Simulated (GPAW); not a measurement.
# Polarising a 2-layer slab of Sr(111) with a field along the normal

The dipole of the cell at several fields, atoms fixed. What does the strongest field give, and what length does the slope stand for?

How it was computed: GPAW 26.7.0, plane waves (400 eV), PAW setups, PBE, 9×9 mesh, a dipole layer in the vacuum; geometry relaxed without an applied field with GPAW. The cell's area is 16.01 Å², and e/ε0 = 180.95 V Å.

What came out, but for one run:

```
field (V/Å)  dipole (e Å)
       −0.2       −0.1567
       −0.1       −0.0781
      −0.05       −0.0390
       0.05        0.0390
        0.1        0.0781
        0.2        0.1566
        0.3             ?
```

**Question.** What is the dipole at 0.3 V/Å?

**Working.** A line through the 6 points has the slope α = 0.783 e Å per V/Å and the intercept p₀ = −0.0000 e Å (r.m.s. residual 1.4e−04). At 0.3 V/Å it gives p = −0.0000 + 0.783 × 0.3 = 0.2348 e Å; the run gives 0.2362 e Å, so the response stays linear to 0.6 % of the induced part. Dividing by ε0 and the area: α/(ε0 A) = 0.783 × 180.95 / 16.01 = 8.85 Å, against 3.29 Å between the outer nuclei. A metal screens fully, so the excess of 5.56 Å puts the image planes about 2.78 Å outside the outer atoms on average.

Caveats: This is the electronic response alone; ions that move would add to it in polar layers. No run was spin-polarised, so magnetic states weren't tested.

[Logs are printed without paths, hosts, clocks, repeated set-up lines and the standing remarks that a program may print on its own settings, such as how far it seeks lower states.]
